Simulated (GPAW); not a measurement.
## CdSe (Cadmoselite): G0W0 with GPAW, start to end

How does a plane-wave GW calculation on CdSe (Cadmoselite) run from the first input to the gap?

Program: GPAW 26.7.0. Level of theory: LDA and many-body steps on it, plane waves. Results are calculated unless marked as measured.

This is a report of a sequence of runs, with most program output left out.

The database entry behind the starting cell differs from later determinations by our own check (inner coordinate of an old entry), so it need not match the best structure at ambient conditions.

## 1. The structure

Symmetry: P6_3mc, No. 186, hexagonal system. Conventional cell: a = 4.300 Å, b = 4.300 Å, c = 7.020 Å, α = 90.00°, β = 90.00°, γ = 120.00°. Nearest to Cd lie 4 Se at 2.61 to 2.70 Å. Nearest to Se lie 4 Cd at 2.61 to 2.70 Å. Farther neighbours and most contacts between anions are not listed.

The cell and positions come from the Crystallography Open Database and are kept as given unless a step says otherwise.

## 2. Ground state

This step: GPAW 26.7.0; DFT, LDA, plane waves, PAW.

The ground-state density comes first.

Contents of run.py:

```python
import json
import numpy as np
from gpaw.mpi import world
from ase import Atoms
from gpaw import GPAW, PW, FermiDirac

atoms = Atoms(['Cd', 'Cd', 'Se', 'Se'],
    cell=[[4.3000000000, 0.0000000000, 0.0000000000],
      [-2.1500000000, 3.7239092363, 0.0000000000],
      [0.0000000000, 0.0000000000, 7.0200000000]],
    scaled_positions=[[0.3333333333, 0.6666666667, 0.0000000000],
      [0.6666666667, 0.3333333333, 0.5000000000],
      [0.3333333333, 0.6666666667, 0.3850000000],
      [0.6666666667, 0.3333333333, 0.8850000000]],
    pbc=(True, True, True))
calc = GPAW(mode=PW(450),
    xc='LDA',
    kpts={'size': (6, 6, 4), 'gamma': True},
    occupations=FermiDirac(0.001),
    nbands=-8,
    convergence={'density': 1e-6, 'bands': -3},
    maxiter=100,
    txt='gs.txt')
atoms.calc = calc
res = {'energy': atoms.get_potential_energy()}
kpts = calc.get_ibz_k_points()
res['kpts'] = kpts
res['eigenvalues'] = [calc.get_eigenvalues(kpt=k) for k in range(len(kpts))]
res['n_electrons'] = calc.get_number_of_electrons()
calc.write('gs.gpw')

if world.rank == 0:
    with open('result.json', 'w') as f:
        json.dump(res, f, default=lambda x: x.tolist())
```

Command:

```sh
mpirun -n 4 gpaw python run.py
```

Wall time 11 s (4 MPI ranks of AMD EPYC 7R43, shared host); peak memory 0.76 GiB.

This step gave:

| Item | Value |
| --- | --- |
| total energy | -13.82 eV |
| gap | 0.4228 eV |
| k of the valence top | 0, 0, 0 |
| k of the conduction bottom | 0, 0, 0 |
| least direct gap | 0.4228 eV |

The gap is direct, at Γ.

## 3. Bands along the symmetry lines

Levels along a band path, at the cheap level, show where the edges lie and whether the meshes to come will hold them.

Contents of run.py:

```python
import json
import numpy as np
from gpaw.mpi import world
from gpaw import GPAW

path = [[0.000000, 0.000000, 0.000000],
    [0.062500, 0.000000, 0.000000],
    [0.125000, 0.000000, 0.000000],
    [0.187500, 0.000000, 0.000000],
    [0.250000, 0.000000, 0.000000],
    [0.312500, 0.000000, 0.000000],
    [0.375000, 0.000000, 0.000000],
    [0.437500, 0.000000, 0.000000],
    [0.500000, 0.000000, 0.000000],
    [0.479167, 0.041667, 0.000000],
    [0.458333, 0.083333, 0.000000],
    [0.437500, 0.125000, 0.000000],
    [0.416667, 0.166667, 0.000000],
    [0.395833, 0.208333, 0.000000],
    [0.375000, 0.250000, 0.000000],
    [0.354167, 0.291667, 0.000000],
    [0.333333, 0.333333, 0.000000],
    [0.291667, 0.291667, 0.000000],
    [0.250000, 0.250000, 0.000000],
    [0.208333, 0.208333, 0.000000],
    [0.166667, 0.166667, 0.000000],
    [0.125000, 0.125000, 0.000000],
    [0.083333, 0.083333, 0.000000],
    [0.041667, 0.041667, 0.000000],
    [0.000000, 0.000000, 0.000000],
    [0.000000, 0.000000, 0.062500],
    [0.000000, 0.000000, 0.125000],
    [0.000000, 0.000000, 0.187500],
    [0.000000, 0.000000, 0.250000],
    [0.000000, 0.000000, 0.312500],
    [0.000000, 0.000000, 0.375000],
    [0.000000, 0.000000, 0.437500],
    [0.000000, 0.000000, 0.500000],
    [0.062500, 0.000000, 0.500000],
    [0.125000, 0.000000, 0.500000],
    [0.187500, 0.000000, 0.500000],
    [0.250000, 0.000000, 0.500000],
    [0.312500, 0.000000, 0.500000],
    [0.375000, 0.000000, 0.500000],
    [0.437500, 0.000000, 0.500000],
    [0.500000, 0.000000, 0.500000],
    [0.479167, 0.041667, 0.500000],
    [0.458333, 0.083333, 0.500000],
    [0.437500, 0.125000, 0.500000],
    [0.416667, 0.166667, 0.500000],
    [0.395833, 0.208333, 0.500000],
    [0.375000, 0.250000, 0.500000],
    [0.354167, 0.291667, 0.500000],
    [0.333333, 0.333333, 0.500000],
    [0.291667, 0.291667, 0.500000],
    [0.250000, 0.250000, 0.500000],
    [0.208333, 0.208333, 0.500000],
    [0.166667, 0.166667, 0.500000],
    [0.125000, 0.125000, 0.500000],
    [0.083333, 0.083333, 0.500000],
    [0.041667, 0.041667, 0.500000],
    [0.000000, 0.000000, 0.500000],
    [0.500000, 0.000000, 0.500000],
    [0.500000, 0.000000, 0.437500],
    [0.500000, 0.000000, 0.375000],
    [0.500000, 0.000000, 0.312500],
    [0.500000, 0.000000, 0.250000],
    [0.500000, 0.000000, 0.187500],
    [0.500000, 0.000000, 0.125000],
    [0.500000, 0.000000, 0.062500],
    [0.500000, 0.000000, 0.000000],
    [0.333333, 0.333333, 0.500000],
    [0.333333, 0.333333, 0.437500],
    [0.333333, 0.333333, 0.375000],
    [0.333333, 0.333333, 0.312500],
    [0.333333, 0.333333, 0.250000],
    [0.333333, 0.333333, 0.187500],
    [0.333333, 0.333333, 0.125000],
    [0.333333, 0.333333, 0.062500],
    [0.333333, 0.333333, 0.000000]]
calc = GPAW('gs.gpw').fixed_density(kpts=path,
    symmetry='off',
    nbands=28,
    convergence={'bands': 24},
    txt='bands.txt')
res = {}
kpts = calc.get_ibz_k_points()
res['kpts'] = kpts
res['eigenvalues'] = [calc.get_eigenvalues(kpt=k) for k in range(len(kpts))]
res['n_electrons'] = calc.get_number_of_electrons()

if world.rank == 0:
    with open('result.json', 'w') as f:
        json.dump(res, f, default=lambda x: x.tolist())
```

Command:

```sh
mpirun -n 4 gpaw python run.py
```

It took 21 s on 4 MPI ranks; peak memory 0.89 GiB.

This step gave:

| Item | Value |
| --- | --- |
| gap | 0.4228 eV |
| k of the valence top | 0, 0, 0 |
| k of the conduction bottom | 0, 0, 0 |
| least direct gap | 0.4228 eV |

The gap is 0.423 eV, as in the run before at this level.

The electronic bands at the labelled points (eV, zero at the top of the highest filled band):

```tsv
point	band 15	band 16	band 17	band 18	band 19	band 20	band 21	band 22
Γ	-0.74	-0.02	0.00	0.00	0.42	1.89	5.72	5.72
halfway	-2.25	-1.38	-0.46	-0.44	2.42	3.25	5.01	5.72
M	-2.63	-1.90	-1.28	-0.86	3.03	3.12	4.64	5.96
halfway	-2.72	-2.19	-1.45	-1.35	3.76	4.09	4.49	5.93
K	-3.15	-1.83	-1.83	-1.83	4.20	4.64	4.64	6.87
halfway	-2.55	-1.74	-0.78	-0.58	2.87	3.91	4.95	5.35
Γ	-0.74	-0.02	0.00	0.00	0.42	1.89	5.72	5.72
halfway	-0.64	-0.64	-0.12	-0.12	1.52	1.99	5.51	5.81
A	-0.38	-0.38	-0.38	-0.38	2.11	2.11	5.62	5.62
halfway	-1.38	-1.38	-0.94	-0.94	3.19	3.19	4.79	4.79
L	-1.42	-1.42	-1.33	-1.33	2.78	2.78	4.63	4.63
halfway	-2.08	-2.08	-1.15	-1.15	3.31	3.31	5.08	5.08
H	-2.55	-2.55	-1.08	-1.08	3.61	3.61	5.73	5.73
halfway	-1.41	-1.41	-1.26	-1.26	3.57	3.57	4.78	4.78
A	-0.38	-0.38	-0.38	-0.38	2.11	2.11	5.62	5.62
jump to L	-1.42	-1.42	-1.33	-1.33	2.78	2.78	4.63	4.63
halfway	-2.15	-1.77	-1.09	-1.03	2.62	3.17	4.99	5.03
M	-2.63	-1.90	-1.28	-0.86	3.03	3.12	4.64	5.96
jump to H	-2.55	-2.55	-1.08	-1.08	3.61	3.61	5.73	5.73
halfway	-2.98	-2.06	-1.46	-1.46	4.15	4.15	4.66	6.23
K	-3.15	-1.83	-1.83	-1.83	4.20	4.64	4.64	6.87
```

## 4. Empty states on the mesh, 3×3×2 mesh, 1018 bands

The sums over transitions need many empty states on a uniform mesh; this step solves for them.

Contents of run.py:

```python
import json
import numpy as np
from gpaw.mpi import world
from gpaw import GPAW

calc = GPAW('gs.gpw').fixed_density(kpts={'size': (3, 3, 2), 'gamma': True},
    parallel={'domain': 1, 'band': 1},
    txt='nscf.txt')
calc.diagonalize_full_hamiltonian(nbands=1018)
calc.write('full.gpw', mode='all')
res = {}
kpts = calc.get_ibz_k_points()
res['kpts'] = kpts
res['eigenvalues'] = [calc.get_eigenvalues(kpt=k) for k in range(len(kpts))]
res['n_electrons'] = calc.get_number_of_electrons()

if world.rank == 0:
    with open('result.json', 'w') as f:
        json.dump(res, f, default=lambda x: x.tolist())
```

Command:

```sh
mpirun -n 4 gpaw python run.py
```

Elapsed: 31 s, on 4 MPI ranks; peak memory 2.4 GiB.

This step gave:

```
gap                                                           : 0.4228 eV
k of the valence top                                          : 0, 0, 0
k of the conduction bottom                                    : 0, 0, 0
least direct gap                                              : 0.4228 eV
k points computed                                             : 6
lowest point of the top converged band, above the valence top : 238.5141 eV
```

On this mesh the gap is 0.423 eV.

## 5. Screening and self-energy, 3×3×2 mesh, 468 bands, screening to 150 eV

G0W0 replaces the xc potential by the self-energy, built once from these orbitals. Only a window of levels is corrected, while the sums run over the empty bands that the input names.

This step: G0W0 on LDA, plane waves, PAW.

Contents of run.py:

```python
import json
import numpy as np
from gpaw.mpi import world
from gpaw.response.g0w0 import G0W0

gw = G0W0('full.gpw',
    filename='gw',
    kpts=[0],
    bands=(16, 20),
    ecut=150,
    nbands=468,
    integrate_gamma='WS',
    ppa=True)
gw.calculate()
res = {mode: {k: v for k, v in r.items() if k != 'sigma_eskwn'}
       for mode, r in gw.all_results.items()}

if world.rank == 0:
    with open('result.json', 'w') as f:
        json.dump(res, f, default=lambda x: x.tolist())
```

Command:

```sh
mpirun -n 4 gpaw python run.py
```

Wall time 2.7 min (4 MPI ranks); peak memory 2.3 GiB.

Numbers from this step:

* G0W0 gap on the points computed: 1.334 eV
* least direct G0W0 gap on the computed points: 1.334 eV
* Z at the valence top: 0.7847
* Z at the conduction bottom: 0.8040
* starting gap on the mesh: 0.4228 eV
* k of the valence top: 0, 0, 0
* k of the conduction bottom: 0, 0, 0

The gap on the mesh goes from 0.42 eV to 1.33 eV, a correction of +0.91 eV.

Limits: finite bands, cutoff and mesh; no spin-orbit coupling; coarse k mesh. v1 is the top filled band, c1 the lowest empty one. The levels before and after the correction (eV, zero at the valence-band top of each column):

```tsv
	conduction bottom	valence top
Kohn-Sham	0.42	0.00
G0W0	1.33	0.00
```

```tsv
	level	energy (eV)
Kohn-Sham	Γ v2-v1	0.000
Kohn-Sham	Γ c1	0.423
Kohn-Sham	Γ c2	1.890
G0W0	Γ v2-v1	0.000
G0W0	Γ c1	1.334
G0W0	Γ c2	2.830
```

## 6. Where the time went

Times are wall times on 4 MPI ranks of AMD EPYC 7R43, shared host, good to a factor of about two.

```tsv
step	time	share	memory (GiB)
ground state	11 s	5 %	0.76
bands along the symmetry lines	21 s	9 %	0.89
empty states on the mesh	31 s	14 %	2.4
screening and self-energy	2.7 min	72 %	2.3
```

## 7. What came out

```
LDA gap              : 0.42 eV, direct
G0W0 gap on the mesh : 1.33 eV
GW settings          : 3×3×2 mesh, 468 bands, screening to 150 eV, Godby-Needs plasmon pole
known limits         : not at the basis limit; no spin-orbit coupling; coarse k mesh
```

G0W0 moves the gap on the mesh from 0.42 eV to 1.33 eV (+0.91 eV), with Z of 0.78 and 0.80 at the edges. Only 1 of the mesh's irreducible points was corrected, so a valley elsewhere could overtake. The dearest step here is «screening and self-energy». Bands and cutoff are finite, so the gap is not at the basis limit. The miss can reach some tenths of an eV and take either sign; the mesh is an error of its own. These stock PAW sets were not made for GW; the filled d or f shell of Se lies in the frozen core, which bears on start and correction. In the G0W0 run levels were corrected at 1 k point alone, so a gap called «on the mesh» is the least over those, and an edge elsewhere would be missed. The 3×3×2 mesh is coarse for this cell, which bears on the long-range parts of exchange and screening. The many-body steps are scalar-relativistic: spin-orbit coupling is not in them.

[Paths, hosts, dates, memory and timing lines, banners, echoed tables and standing remarks are left out of the program output.]

[Logs are printed without paths, hosts, clocks, repeated set-up lines and the standing remarks that a program may print on its own settings, such as how far it seeks lower states.]

[Runs of the session that timed out or met a known fault of the program may be left out.]

[Hosts, paths, dates, database ids (printed as entryN), source tags and the programs' standing remarks are cut or masked in the printed files.]
